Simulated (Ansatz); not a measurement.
# Sn2C (model cell, started as cuprite): following an unstable mode, part 2 of 2

Aim: this structure of Sn2C (model cell, started as cuprite) is to be tested for unstable modes, and one is followed downhill.

Ansatz 0.2.0; DFT PBEsol, scalar-relativistic, plane waves, PAW.

So far, highest frequency on the path or at a solved wavevector (cm⁻¹): step 2 (response at finite wavevector) 535. Also lowest frequency on the path (cm⁻¹): step 2 -184.

The structure was built from a prototype and need not be the compound's stable phase.

### Step 5. Energy along the mode, all amplitudes (two of the runs are shown above)

An imaginary frequency means negative curvature, so the energy should fall and then rise again as anharmonic terms take over.

This step gave:

```yaml
depth_at_the_lowest_point_sampled: 51.41 meV/atom
largest_atomic_shift_at_that_point: 0.32 Å
```

The energy from the parent by largest atomic shift:

```csv
largest atomic shift (Å),energy from the parent (meV/atom)
0.000,0
0.040,-2.10
0.080,-7.61
0.140,-19.7
0.220,-38.7
0.320,-51.4
0.450,-17.8
0.600,163
```

Displacement at unit largest shift by atom:

```csv
atom,x (Å),y (Å),z (Å),size
C1,0.00,1.00,0.00,1.00
C2,0.00,-1.00,0.00,1.00
C3,0.00,1.00,0.00,1.00
C4,0.00,-1.00,0.00,1.00
Sn5,0.44,-0.36,0.44,0.73
Sn6,-0.44,0.36,-0.44,0.73
Sn7,0.44,-0.36,-0.44,0.73
Sn8,-0.44,0.36,0.44,0.73
Sn9,-0.44,-0.36,-0.44,0.73
Sn10,0.44,0.36,0.44,0.73
Sn11,-0.44,-0.36,0.44,0.73
Sn12,0.44,0.36,-0.44,0.73
```

The lowest of the steps tried is at 0.32 Å, 51.4 meV/atom below the parent; the bottom of the well need not coincide with a step.

### Step 6. Relaxation from the frozen mode

Starting from the lowest point found, all atoms and the cell are let go, so that strain and other modes of the same symmetry can join in.

input.yaml reads:

```yaml
crystal:
  lattice:
    - [5.0213021337, 5.0213021337, 0.0]
    - [5.0213021337, 0.0, 5.0213021337]
    - [5.0213021337, 0.0, -5.0213021337]
  atoms:
    - { symbol: C, position: [0.0637284894, -0.0318642447, -0.0318642447] }
    - { symbol: C, position: [-0.0637284894, 0.5318642447, 0.5318642447] }
    - { symbol: C, position: [0.5637284894, 0.2181357553, 0.7181357553] }
    - { symbol: C, position: [0.4362715106, 0.7818642447, 0.2818642447] }
    - { symbol: Sn, position: [0.2267590538, 0.1649245323, 0.8866204731] }
    - { symbol: Sn, position: [0.2732409462, 0.5850754677, 0.3633795269] }
    - { symbol: Sn, position: [0.7267590538, 0.1366204731, 0.9149245323] }
    - { symbol: Sn, position: [0.7732409462, 0.6133795269, 0.3350754677] }
    - { symbol: Sn, position: [0.2267590538, 0.6083164138, 0.8866204731] }
    - { symbol: Sn, position: [0.2732409462, 0.1416835862, 0.3633795269] }
    - { symbol: Sn, position: [0.7267590538, 0.1366204731, 0.3583164138] }
    - { symbol: Sn, position: [0.7732409462, 0.6133795269, 0.8916835862] }
kpoints:
  mp_grid: { grid: [8, 8, 8] }
hamiltonian:
  xc: pbesol
scf:
  occupations: { method: methfessel_paxton, width: 0.2 }
output:
  forces: true
  stress: true
  eigenvalues: true
relax:
  adjacent_minimum: "off"
  f_tol: 0.002
  max_steps: 120
  cell: { stress_tol: 0.03 }
```

Command:

```
$ ansatz run input.yaml --threads 8 --pin off --max-ram 14336MiB --backend cpu --events-out ev --progress --plain --runs-dir out
```

Numbers of over 12 decimals in the logs are rounded to 6 here.

The program printed:

```text
[...]
Crystal: 12 atoms, lattice volume = 253.209 Å³
Basis set: ecut = 420 eV, 4957 PW (Γ), exchange–correlation on 96×96×96 points (8 copies of the dense FFT grid, shifted against one another)
Bands: 77, of which v1, the nominal top of the filled ones, is band 64 counted from 1 (63 counted from 0)
Symmetry: 16 space group operations
[...]
k-points: 59 of 512
[...]
SCF iter   1: F=—  HF=-48571.487745 eV  |F-HF|=—  |Δ(HF+E_count)|=         —  Δρ=1.37e-2  dr2=8.61e-1  ethr=1.77e-3  ⟨swp⟩=7.0  Hψ=18695  notcnv=0
[...]
SCF iter   8: F=-48571.295231 eV  HF=-48571.295231 eV  |F-HF|=1.24e-8  |Δ(HF+E_count)|=   2.00e-8  S|Δr|=    0.00e0  Δρ=2.09e-6  dr2=2.97e-8  ethr=7.81e-11  ⟨swp⟩=11.9  Hψ=20571  notcnv=0
SCF 1 converged in 8 iterations: F = -48571.295231 eV  dr2 = 2.97e-8
[...]
relax step   1: F+E_penalty+E_count = -48571.29523136 eV  Δ(F+E_penalty+E_count) = +0.000e0 eV  max|allowed force component| = 5.807e-1 eV/Å  Δτ_max = 0.0000 Å  P = +0.351 GPa  Ω = 253.209 Å³  (8 SCF iters, dr2 threshold 1.00e-7 eV, accepted)
Crystal: 12 atoms, lattice volume = 251.759 Å³
Basis set: ecut = 420 eV, 4919 PW (Γ), exchange–correlation on 96×96×96 points (8 copies of the dense FFT grid, shifted against one another)
[...]
SCF iter   7: F=-48571.916095 eV  HF=-48571.916095 eV  |F-HF|=1.52e-7  |Δ(HF+E_count)|=   5.17e-7  S|Δr|=    0.00e0  Δρ=8.74e-6  dr2=3.02e-7  ethr=9.37e-10  ⟨swp⟩=9.3  Hψ=20370  notcnv=0
the search or the solves at the SCF's close seem to have found levels that the self-consistency loop had missed (the run counts 1). By its estimate they hold under 1e-12 electrons; where the run keeps them, the occupations were computed again with them
SCF 2 converged in 7 iterations: F = -48571.916095 eV  dr2 = 3.02e-7
[...]
relax step   2: F+E_penalty+E_count = -48571.91609452 eV  Δ(F+E_penalty+E_count) = -6.209e-1 eV  max|allowed force component| = 6.702e-2 eV/Å  Δτ_max = 0.0962 Å  P = +0.913 GPa  Ω = 251.759 Å³  energy of the carried Pulay correction = +1.280e-3 eV  (7 SCF iters, dr2 threshold 1.20e-6 eV, accepted)
Crystal: 12 atoms, lattice volume = 249.256 Å³
Basis set: ecut = 420 eV, 4839 PW (Γ), exchange–correlation on 96×96×96 points (8 copies of the dense FFT grid, shifted against one another)
[...]
SCF iter   6: F=-48572.066599 eV  HF=-48572.066599 eV  |F-HF|=4.08e-8  |Δ(HF+E_count)|=   1.91e-6  S|Δr|=    0.00e0  Δρ=1.29e-5  dr2=6.77e-7  ethr=9.37e-10  ⟨swp⟩=6.6  Hψ=20425  notcnv=0
SCF 3 converged in 6 iterations: F = -48572.066599 eV  dr2 = 6.77e-7
[...]
relax step   3: F+E_penalty+E_count = -48572.06659869 eV  Δ(F+E_penalty+E_count) = -1.505e-1 eV  max|allowed force component| = 1.911e-1 eV/Å  Δτ_max = 0.0691 Å  P = +0.948 GPa  Ω = 249.256 Å³  energy of the carried Pulay correction = +3.509e-3 eV  (6 SCF iters, dr2 threshold 1.20e-6 eV, accepted)
[... from here on, the SCF cycles and remarks between the steps are left out ...]
relax step   4: F+E_penalty+E_count = -48572.11712723 eV  Δ(F+E_penalty+E_count) = -5.053e-2 eV  max|allowed force component| = 1.126e-1 eV/Å  Δτ_max = 0.0610 Å  P = -0.333 GPa  Ω = 250.131 Å³  energy of the carried Pulay correction = +2.727e-3 eV  (6 SCF iters, dr2 threshold 1.20e-6 eV, accepted)
relax step   5: F+E_penalty+E_count = -48572.13060610 eV  Δ(F+E_penalty+E_count) = -1.348e-2 eV  max|allowed force component| = 3.250e-2 eV/Å  Δτ_max = 0.0592 Å  P = +0.077 GPa  Ω = 247.414 Å³  energy of the carried Pulay correction = +5.162e-3 eV  (6 SCF iters, dr2 threshold 7.92e-7 eV, accepted)
relax step   6: F+E_penalty+E_count = -48572.13119705 eV  Δ(F+E_penalty+E_count) = -5.910e-4 eV  max|allowed force component| = 6.338e-3 eV/Å  Δτ_max = 0.0136 Å  P = -0.007 GPa  Ω = 248.074 Å³  energy of the carried Pulay correction = +4.568e-3 eV  (6 SCF iters, dr2 threshold 6.60e-8 eV, accepted)
relax step   7: F+E_penalty+E_count = -48572.13131380 eV  Δ(F+E_penalty+E_count) = -1.167e-4 eV  max|allowed force component| = 2.762e-3 eV/Å  Δτ_max = 0.0014 Å  P = +0.002 GPa  Ω = 247.990 Å³  energy of the carried Pulay correction = +4.644e-3 eV  (5 SCF iters, dr2 threshold 3.03e-9 eV, accepted)
relax step   8: F+E_penalty+E_count = -48572.13131143 eV  Δ(F+E_penalty+E_count) = +2.369e-6 eV  max|allowed force component| = 8.163e-5 eV/Å  Δτ_max = 0.0003 Å  P = +0.001 GPa  Ω = 247.997 Å³  energy of the carried Pulay correction = +4.637e-3 eV  (5 SCF iters, dr2 threshold 4.77e-10 eV, accepted)
relax step   9: F+E_penalty+E_count = -48572.14189406 eV  Δ(F+E_penalty+E_count) = -1.058e-2 eV  max|allowed force component| = 8.492e-4 eV/Å  Δτ_max = 0.0000 Å  P = +0.027 GPa  Ω = 247.997 Å³  stress off target by 8.33e-2 GPa  SCF on the basis re-selected at this cell (its energy is not comparable with the rows above)  (6 SCF iters)
relax step  10: F+E_penalty+E_count = -48572.14219886 eV  Δ(F+E_penalty+E_count) = -3.048e-4 eV  max|allowed force component| = 8.518e-4 eV/Å  Δτ_max = 0.0034 Å  P = +0.003 GPa  Ω = 247.928 Å³  energy of the carried Pulay correction = +6.656e-5 eV  (6 SCF iters, dr2 threshold 1.74e-8 eV, accepted)
[...]
SCF iter   5: F=-48572.142173 eV  HF=-48572.142173 eV  |F-HF|=7.28e-12  |Δ(HF+E_count)|=  2.33e-10  S|Δr|=    0.00e0  Δρ=1.03e-7  dr2=1.77e-11  ethr=1.00e-12  ⟨swp⟩=5.8  Hψ=18193  notcnv=0
SCF 11 converged in 5 iterations: F = -48572.142173 eV  dr2 = 1.77e-11
relax step  11: F+E_penalty+E_count = -48572.14217317 eV  Δ(F+E_penalty+E_count) = +2.569e-5 eV  max|allowed force component| = 8.454e-4 eV/Å  Δτ_max = 0.0000 Å  P = +0.003 GPa  Ω = 247.928 Å³  stress off target by 5.29e-3 GPa  SCF on the basis re-selected at this cell (its energy is not comparable with the rows above)  (5 SCF iters)
basis re-selected at this cell: Δ(F+E_penalty+E_count) = +2.569e-5 eV, ΔP = -0.000 GPa vs the last step (what re-selecting the basis moved, of the pressure what is left beyond the Pulay correction that the steps carried, after the strain that the cell walked since its last selection, with what the two solves' SCF thresholds leave and, on support functions, any second-order correction that the steps lacked; it is no m [...]
SCF converged after 5 iterations
[...]
Free energy (F): -48572.142173 eV
[...]
Internal energy: -48572.128047 eV  (E = F + TS)
E sigma→0 (E₀):  -48572.138642 eV
Entropy (-TS):   -0.014126 eV (-1.177 meV/atom)
Fermi energy:    10.573904 eV
[...]
--- Forces (eV/Å), atoms counted from 1 ---
  atom   1  C     -0.00000000     0.00084543     0.00000000
  atom   2  C     -0.00000000    -0.00084543    -0.00000000
  atom   3  C      0.00000000     0.00084543     0.00000000
  atom   4  C      0.00000000    -0.00084543    -0.00000000
  atom   5  Sn    -0.00057641     0.00049317    -0.00057641
  atom   6  Sn     0.00057641    -0.00049317     0.00057641
  atom   7  Sn    -0.00057641     0.00049317     0.00057641
  atom   8  Sn     0.00057641    -0.00049317    -0.00057641
  atom   9  Sn     0.00057641     0.00049317     0.00057641
  atom  10  Sn    -0.00057641    -0.00049317    -0.00057641
  atom  11  Sn     0.00057641     0.00049317    -0.00057641
  atom  12  Sn    -0.00057641    -0.00049317     0.00057641
  max |Σ_I F_I| component: 1.04e-17 eV/Å
--- Stress (GPa, compression-positive) ---
        0.005295      -0.000000      -0.000000
       -0.000000      -0.002784      -0.000000
       -0.000000      -0.000000       0.005295
  P = ⅓ Tr σ = 0.0026 GPa (0.026 kbar)
--- Band table (eV; the first three rows and the last of 59) ---
  k-point 0: bands = [... 60 lower, 9.3802, 10.3235, 10.6117, 10.6117, 11.0421, 11.1493, 12.4786, 12.4786, ... 9 higher]
  k-point 1: bands = [... 60 lower, 9.3514, 10.1622, 10.4513, 10.4765, 11.1860, 11.4764, 12.1266, 12.2180, ... 9 higher]
  k-point 2: bands = [... 60 lower, 9.2647, 9.5976, 10.0952, 10.3036, 11.1676, 11.5318, 11.6666, 11.9542, ... 9 higher]
  k-point 58: bands = [... 60 lower, 9.4266, 9.4266, 9.8738, 9.8738, 10.3408, 10.3408, 11.1098, 11.1098, ... 9 higher]
--- Relaxed structure (9 steps of the walk, 9 accepted, 2 SCFs on fresh bases) ---
  F+E_penalty+E_count = -48572.14217317 eV   max|allowed force component| = 8.454e-4 eV/Å   (the final SCF, on the basis selected at the relaxed cell)
  cell:  # Å, volume = 247.9284 Å³
    - [5.271068, 4.461686, 0]
    - [5.271068, 0, 5.271068]
    - [5.271068, 0, -5.271068]
  atoms:
    - { symbol: C, position: [0.083911, -0.041956, -0.041956] }
    - { symbol: C, position: [-0.083911, 0.541956, 0.541956] }
    - { symbol: C, position: [0.583911, 0.208044, 0.708044] }
    - { symbol: C, position: [0.416089, 0.791956, 0.291956] }
    - { symbol: Sn, position: [0.220806, 0.173025, 0.889597] }
    - { symbol: Sn, position: [0.279194, 0.576975, 0.360403] }
    - { symbol: Sn, position: [0.720806, 0.139597, 0.923025] }
    - { symbol: Sn, position: [0.779194, 0.610403, 0.326975] }
    - { symbol: Sn, position: [0.220806, 0.606169, 0.889597] }
    - { symbol: Sn, position: [0.279194, 0.143831, 0.360403] }
    - { symbol: Sn, position: [0.720806, 0.139597, 0.356169] }
    - { symbol: Sn, position: [0.779194, 0.610403, 0.893831] }
```

Wall time 93 s (8 threads of Arm Neoverse V2, shared host); peak memory 1.7 GiB; 12 min of CPU time.

Relaxation path:

```csv
step,energy less that of the first step (eV),largest force component (eV/Å),pressure (GPa),volume (Å³)
1,0.0000,0.5807,0.35,253.21
2,-0.6209,0.0670,0.91,251.76
3,-0.7714,0.1911,0.95,249.26
4,-0.8219,0.1126,-0.33,250.13
5,-0.8354,0.0325,0.08,247.41
6,-0.8360,0.0063,-0.01,248.07
7,-0.8361,0.0028,0.00,247.99
8,-0.8361,0.0001,0.00,248.00
9*,-0.8467,0.0008,0.03,248.00
10,-0.8470,0.0009,0.00,247.93
11*,-0.8469,0.0008,0.00,247.93
```

Relaxation steps marked * repeat the geometry before them on a plane-wave basis chosen anew for their cell, so energy and pressure can jump there.

The run keeps the 16 symmetry operations that it works with, so distortions that break them were not tested.

```csv
"conventional cell, symmetrised",before,after,change
a (Å),7.101,7.454,+5.0 %
b (Å),7.101,7.454,+5.0 %
c (Å),10.043,8.923,-11.1 %
volume (Å³/atom),21.10,20.66,-2.1 %
```

The atoms that moved most (Å, as changes of fractional coordinates times the final cell):

```csv
atom,dx,dy,dz,length
C2,0.000,-0.090,0.000,0.090
C1,0.000,0.090,0.000,0.090
C4,0.000,-0.090,0.000,0.090
C3,0.000,0.090,0.000,0.090
Sn10,0.027,0.027,0.027,0.047
Sn7,0.027,-0.027,-0.027,0.047
Sn11,-0.027,-0.027,0.027,0.047
Sn9,-0.027,-0.027,-0.027,0.047
```

Final coordinates:

```cif
data_structure
_symmetry_space_group_name_H-M 'P 1'
_symmetry_Int_Tables_number 1
_cell_length_a 6.9059
_cell_length_b 7.4544
_cell_length_c 7.4544
_cell_angle_alpha 90.000
_cell_angle_beta 57.336
_cell_angle_gamma 57.336
_cell_volume 247.93
loop_
_atom_site_label
_atom_site_type_symbol
_atom_site_fract_x
_atom_site_fract_y
_atom_site_fract_z
_atom_site_occupancy
C1 C 0.08391 0.95804 0.95804 1
C2 C 0.91609 0.54196 0.54196 1
C3 C 0.58391 0.20804 0.70804 1
C4 C 0.41609 0.79196 0.29196 1
Sn5 Sn 0.22081 0.17302 0.88960 1
Sn6 Sn 0.27919 0.57698 0.36040 1
Sn7 Sn 0.72081 0.13960 0.92302 1
Sn8 Sn 0.77919 0.61040 0.32698 1
Sn9 Sn 0.22081 0.60617 0.88960 1
Sn10 Sn 0.27919 0.14383 0.36040 1
Sn11 Sn 0.72081 0.13960 0.35617 1
Sn12 Sn 0.77919 0.61040 0.89383 1
```

This step gave:

| Quantity | Value |
| --- | --- |
| pressure | 0.002602 GPa |
| volume per atom | 20.66 Å³ |

The distorted start has space group I4_1/amd; the relaxation ends in I4_1/amd.

### Step 7. Summary of results

```yaml
unstable_mode_of_the_parent: q = (-0.5, -0.5, -0.5), 138i cm⁻¹
depth_at_the_lowest_point_sampled: 51.4 meV/atom
largest_atomic_shift_at_that_point: 0.32 Å
space_group_reached_within_0p01_a: I4_1/amd
energy_gained_over_the_parent_first_relaxation_on_the_mesh_of_the_frozen_mode: 122 meV/atom
volume_per_atom_phase_reached: 20.7 Å³
```

In words: Along this mode the structure falls into I4_1/amd, 122 meV/atom below the parent. At the parent's cell the well is 51.41 meV/atom deep on the steps tried, with its lowest point at a shift of 0.32 Å. Relaxing atoms and cell changes the gain by +70.52 meV/atom against the lowest step (energies at zero smearing). The modes of the phase reached were not computed on this path. Of the 6 patterns followed to their end from this parent, this one ends 269 meV/atom above the lowest, R-3m. Each path keeps the symmetry of its pattern, so a lower phase may lie along a pattern not tried. With no gap, or one that is small against the smearing, the frequencies hang on the k mesh and the smearing, most of all near Kohn anomalies. Spin-orbit coupling is left out, which can matter for the heavy elements here. A phonon run warned that its eigensolver left some bands unconverged in a pass. The starting cell was built on a prototype and not taken from a measurement, so the phase need not exist.

[Logs are printed without paths, hosts, clocks, repeated set-up lines and the standing remarks that a program may print on its own settings, such as how far it seeks lower states.]

[Hosts, paths, dates, database ids (printed as entryN), source tags and the programs' standing remarks are cut or masked in the printed files.]
